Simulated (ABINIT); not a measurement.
Planning a run of ABINIT 10.8.3 on P2Ir (P2_1/c). The input:

```
acell 3*1.0 Angstrom
rprim 
  5.772335097500 0.000000000000 -0.000000000000
  0.000000000000 5.806731510000 0.000000000000
  -2.128499726500 0.000000000000 5.473140883600
ntypat 2
znucl 15 77
natom 12
typat 1 1 1 1 1 1 1 1 2 2 2 2
xred 
  0.158006700000 0.881881860000 0.870287720000
  0.841993300000 0.381881860000 0.629712280000
  0.841993300000 0.118118140000 0.129712280000
  0.158006700000 0.618118140000 0.370287720000
  0.334322990000 0.377205270000 0.188546390000
  0.665677010000 0.877205270000 0.311453610000
  0.665677010000 0.622794730000 0.811453610000
  0.334322990000 0.122794730000 0.688546390000
  0.271866410000 0.498830410000 0.791578690000
  0.728133590000 0.998830410000 0.708421310000
  0.728133590000 0.501169590000 0.208421310000
  0.271866410000 0.001169590000 0.291578690000
pp_dirpath "pseudos"
pseudos "P.upf, Ir.upf"
ecut 24
ngkpt 2 2 2
nshiftk 1
shiftk 0 0 0
kptopt 1
chksymbreak 0
istwfk *1
occopt 1
irdwfk 1
optdriver 4
nband 167
gwcalctyp 0
ecutsigx 24
symsigma 1
nkptgw 3
kptgw 
  0.5000000000 0.5000000000 0.5000000000
  0.0000000000 0.0000000000 0.0000000000
  0.0000000000 0.5000000000 0.5000000000
bdgw 
  53 56
  53 56
  53 56
ecuteps 4
irdscr 1
ppmodel 1
indata_prefix "in"
outdata_prefix "out"
tmpdata_prefix "tmp"
```

```sh
OMP_NUM_THREADS=1 mpirun -n 4 abinit run.abi > log
```

Estimate wall time and host memory on 4 MPI ranks of Intel Xeon 6975P-C (Granite Rapids), shared host.

It took 79 s; on shared hardware allow 39 s to 2.6 min. Peak host memory was 1.8 GiB.

[Paths, hosts, dates, memory and timing lines, banners, echoed tables and standing remarks are left out of the program output.]

[Logs are printed without paths, hosts, clocks, repeated set-up lines and the standing remarks that a program may print on its own settings, such as how far it seeks lower states.]

[Runs of the session that timed out or met a known fault of the program may be left out.]

[Hosts, paths, dates, database ids (printed as entryN), source tags and the programs' standing remarks are cut or masked in the printed files.]

[G0W0 gaps are taken among the corrected bands and points alone; a level outside them can change the order at an edge.]

[Where Ansatz stands beside ABINIT at settings called matched, ABINIT's density can come from a denser mesh and the files from another edition; pairs whose starting gaps differed by over 0.03 eV were left out, so agreement reads better than it is.]
